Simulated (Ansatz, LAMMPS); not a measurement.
# Force difference against the radius of support functions in Mg2+ triflate in trimethyl phosphate and diglyme at 440 K (131 atoms)

Density of this cell: 1.12 g/cm³. The cell holds 131 atoms: 26 C, 28 O, 64 H, 4 P, 2 S, 6 F and 1 Mg. Cell: a = 11.943 Å, b = 11.943 Å, c = 11.943 Å, α = 90.0°, β = 90.0°, γ = 90.0°. 4 trimethyl phosphate, 2 diglyme, 1 Mg2+, 2 triflate placed at random, at 1.12 g/cm³; overlaps pushed apart, then 10 ps at 550 K with divalent ions of Li, Roberts, Chakravorty and Merz (J. Chem. Theory Comput. 9, 2733 (2013)); MMFF94 bonds, angles, torsions, charges and radii (Halgren, J. Comput. Chem. 17, 490 (1996)) in harmonic and 12-6 forms; charges of ions scaled by 0.8. Snapshot after 30 ps at 440 K and fixed volume.

Calculated with Ansatz 0.2.0: Kohn-Sham DFT, PBE+D4, PAW (set soft_2), localised support functions (medium), with the radius typed; the reference is Kohn-Sham DFT, PBE+D4, PAW (set soft_2), plane waves, cutoff 750 eV, Γ point, fixed occupations, with an r.m.s. force component of 1.11 eV/Å.

| radius (Å) | r.m.s. force difference (meV/Å) | time |
| --- | --- | --- |
| 3.48 | 0.757 | 65 s |
| 3.76 | 0.589 | 72 s |
| 4.01 | 0.464 | 96 s |
| 4.3 | ? | ? |
| 4.84 | 0.42 | 2.6 min |
| 5.37 | 0.405 | 3.7 min |

Task: Fit a power law of the radius to the rows given and interpolate to the withheld row.

Worked fit:

A power law y = A x^b is a line in u = ln x and v = ln y.

| u = ln x | v = ln y |
| --- | --- |
| 1.24703 | -0.278392 |
| 1.32442 | -0.529329 |
| 1.38879 | -0.767871 |
| 1.57691 | -0.867501 |
| 1.68083 | -0.903868 |

With n = 5: mean u = 1.44360, mean v = -0.669392, Σ(u − ū)² = 0.12990, Σ(u − ū)(v − v̄) = -0.17019. Slope b = -0.17019 / 0.12990 = -1.3102; intercept a = v̄ − b ū = 1.2220.

At the withheld row u = 1.459, v = a + b u = -0.6891, and y = exp(v).

Prediction at 4.3: 0.5020 meV/Å. The run gave 0.425 meV/Å, so the fit is high by 0.077 meV/Å (18 % of the value).

The fitted exponent is -1.3. Between neighbouring rows, the withheld one included, the exponents are -3.2, -3.7, -1.3, -0.10 and -0.35, so one power law doesn't hold over the range: the values level off at a floor. Among the rows given, the largest relative miss of the fit is at 4.01, by 0.086 meV/Å (19 %).

Limits: The difference holds the reference's own basis error, which sets a floor under it.

[Hosts, paths, dates, database ids (printed as entryN), source tags and the programs' standing remarks are cut or masked in the printed files.]

[The MMFF94 radii named for the starting cell were scaled by 0.96; in molecules described by MMFF94, hydrogen bound to N, O or S took a small fixed 12-6 site in their place.]
